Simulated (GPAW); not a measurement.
# Si/W(110) in an electric field, part 2 of 2

How does Si/W(110) screen a perpendicular field?

GPAW 26.7.0; GPAW, PAW setups; slab in vacuum, relaxation (the session's first sound run).

So far. Step 5 (In a field): The dipole is now -0.0599 e Å, against -0.012 in the run without a field.

### Step 8. Field on (continued)

The electrostatic potential energy of an electron (without an applied field's), less the Fermi level, planar mean oscillates, so the rows of the table below give means over windows of 2.28 Å about each position, cut where the curve ends. Its maxima inside the range that stand out by 2 % of the span (Å: eV): 10.1: -2.43, 12.4: -2.52, 14.6: -2.77, 16.9: -2.94. Its minima: 9.0: -28.9, 11.3: -29.5, 13.4: -29.5, 15.7: -29.9, 17.9: -18.8.

The electrostatic potential energy of an electron (without an applied field's), less the Fermi level, planar mean by z; means over each step:

| z (Å) | electrostatic potential energy of an electron (without an applied field's), less the Fermi level, planar mean (eV) |
| --- | --- |
| 1.14 | 5.53 |
| 3.42 | 5.56 |
| 5.70 | 5.49 |
| 7.98 | -6.37 |
| 10.26 | -14.6 |
| 12.54 | -14.6 |
| 14.82 | -14.9 |
| 17.10 | -11.6 |
| 19.38 | 1.60 |
| 21.66 | 4.64 |
| 23.94 | 4.64 |
| 26.22 | 4.67 |

The dipole is now 0.0359 e Å, against -0.012 in the run without a field.

### Step 9. In a field

Input file run.py:

```python
import json
import numpy as np
from ase import Atoms
from gpaw import GPAW, PW
from gpaw.external import ConstantElectricField

slab = Atoms(
    ['W', 'W', 'W', 'W', 'Si'],
    positions=[
        [0.00000, 0.00000, 9.00000],
        [2.23446, -0.00000, 11.23446],
        [0.00000, 0.00000, 13.49245],
        [2.23446, -0.00000, 15.73923],
        [0.00000, -0.00000, 17.85381]],
    cell=[[2.23446, -1.58, 0.0], [2.23446, 1.58, 0.0], [0.0, 0.0, 27.09511]],
    pbc=[True, True, False])

slab.calc = GPAW(mode=PW(400), xc='PBE', kpts={'size': (12, 12, 1), 'gamma': True},
                 occupations={'name': 'fermi-dirac', 'width': 0.1}, nbands='200%',
                 convergence={'density': 1e-05}, maxiter=200,
                 poissonsolver={'dipolelayer': 'xy'},
                 external=ConstantElectricField(0.2, [0, 0, 1]),
                 symmetry={'tolerance': 1e-3}, txt='slab.txt')
result = {}
energy = slab.get_potential_energy()
fermi = slab.calc.get_fermi_level()
v = slab.calc.get_electrostatic_potential().mean((0, 1)) - fermi
n = slab.calc.get_pseudo_density().mean((0, 1))
L = slab.cell[2, 2]
z = np.arange(len(v)) * L / len(v)
low, high = slab.positions[:, 2].min(), slab.positions[:, 2].max()
below, above = np.interp([low - 6.8, high + 6.8], z, v)
slopes = [np.interp(x, z, np.gradient(v, z)) for x in (low - 6.8, high + 6.8)]
eps = np.array([[slab.calc.get_eigenvalues(k, s) for k in range(len(slab.calc.get_ibz_k_points()))]
                for s in range(slab.calc.get_number_of_spins())]) - fermi
top, bottom = eps[eps < 0].max(), eps[eps > 0].min()
dipole = slab.get_dipole_moment()[2]
print(f'energy {energy:.4f} eV, Fermi level {fermi:.4f} eV, dipole {dipole:.5f} e A')
print(f'potential 6.8 A off the faces, from the Fermi level: lower {below:.4f} eV, upper {above:.4f} eV')
print(f'slope of the potential there: lower {slopes[0]:.5f}, upper {slopes[1]:.5f} eV/A')
print(f'nearest levels on the mesh: {top:.4f} and {bottom:.4f} eV')
print('magnetic moment', round(slab.get_magnetic_moment(), 3))
result.update(energy=energy, fermi=fermi, dipole=dipole, below=below, above=above, slopes=slopes, edges=[top, bottom],
              z=z.tolist(), v=v.tolist(), n=n.tolist(), positions=slab.positions.tolist(),
              forces=slab.get_forces(apply_constraint=False).tolist(), moments=slab.get_magnetic_moments().tolist())
json.dump(result, open('result.json', 'w'))
```

Launch:

```
$ OMP_NUM_THREADS=1 OPENBLAS_NUM_THREADS=1 python run.py
```

What it wrote:

```text
energy -49.5669 eV, Fermi level 2.5348 eV, dipole 0.08380 e A
potential 6.8 A off the faces, from the Fermi level: lower 6.2204 eV, upper 4.0731 eV
slope of the potential there: lower -0.00009, upper -0.00003 eV/A
nearest levels on the mesh: -0.0026 and 0.0063 eV
magnetic moment 0.0
```

Elapsed: 8.7 min, on 1 thread of Arm Neoverse V1, shared host; peak memory 0.52 GiB.

The electrostatic potential energy of an electron (without an applied field's), less the Fermi level, planar mean oscillates, so the rows of the table below give means over windows of 2.28 Å about each position, cut where the curve ends. Its maxima inside the range that stand out by 2 % of the span (Å: eV): 0.5: 6.22, 10.1: -2.09, 12.4: -2.40, 14.6: -2.87, 16.9: -3.27. Its minima: 9.0: -28.4, 11.3: -29.3, 13.5: -29.5, 15.7: -30.1, 17.9: -19.3.

Table of electrostatic potential energy of an electron (without an applied field's), less the Fermi level, planar mean by z; means over each step:

| z (Å) | electrostatic potential energy of an electron (without an applied field's), less the Fermi level, planar mean (eV) |
| --- | --- |
| 1.14 | 6.13 |
| 3.42 | 6.22 |
| 5.70 | 6.14 |
| 7.98 | -5.81 |
| 10.26 | -14.2 |
| 12.54 | -14.5 |
| 14.82 | -15.0 |
| 17.10 | -12.0 |
| 19.38 | 1.06 |
| 21.66 | 4.07 |
| 23.94 | 4.07 |
| 26.22 | 4.13 |

The dipole is now 0.0838 e Å, against -0.012 in the run without a field.

### Step 10. Field on

run.py: that of step 9 with these lines changed.

```diff
@@ -21,3 +21,3 @@
                  poissonsolver={'dipolelayer': 'xy'},
-                 external=ConstantElectricField(0.2, [0, 0, 1]),
+                 external=ConstantElectricField(0.3, [0, 0, 1]),
                  symmetry={'tolerance': 1e-3}, txt='slab.txt')
```

What it wrote:

```text
energy -49.5777 eV, Fermi level 2.5100 eV, dipole 0.13176 e A
potential 6.8 A off the faces, from the Fermi level: lower 6.8793 eV, upper 3.5028 eV
slope of the potential there: lower -0.00009, upper -0.00003 eV/A
nearest levels on the mesh: -0.0013 and 0.0085 eV
magnetic moment 0.0
```

The job ended after 9.7 min (1 thread; peak memory 0.52 GiB).

The dipole is now 0.132 e Å, against -0.012 in the run without a field.

### Step 11. The series

The members are put on one axis.

This step: induced dipole against applied field (GPAW 26.7.0).

The dipole along the normal by field:

| field (V/Å) | dipole along the normal (e·Å) |
| --- | --- |
| -0.200 | -0.108 |
| -0.100 | -0.0599 |
| -0.050 | -0.0359 |
| 0.000 | -0.0120 |
| 0.050 | 0.0119 |
| 0.100 | 0.0359 |
| 0.200 | 0.0838 |
| 0.300 | 0.132 |

### Step 12. What came out

| Quantity | Value |
| --- | --- |
| work function, upper and lower face | 5.217 and 4.910 eV |
| dipole along the normal | -0.0120 e Å |
| induced dipole per field | 0.479 e Å per V/Å |
| out-of-plane polarisability per area, α/(ε0 A) | 12.3 Å |

What this shows: The field induces 0.479 e Å per V/Å, a polarisable thickness α/(ε0 A) of 12.3 Å beside 8.85 Å between the outermost nuclei. A perfect conductor would give the distance between its two image planes; a dielectric of thickness t gives t(1 - 1/ε). The two faces differ by 0.31 eV, the step that the slab's dipole makes (e p/(ε0 A) gives 0.31 eV), so the dipole layer is needed. The induced dipole is linear in the field over this range. The cell of 7.06 Å² holds one Si, started on one chosen site; other sites and coverages weren't tried. The in-plane lattice was kept as typed, which isn't the functional's own and leaves some strain; spin-orbit coupling and temperature are left out.

[Logs are printed without paths, hosts, clocks, repeated set-up lines and the standing remarks that a program may print on its own settings, such as how far it seeks lower states.]

[Hosts, paths, dates, database ids (printed as entryN), source tags and the programs' standing remarks are cut or masked in the printed files.]
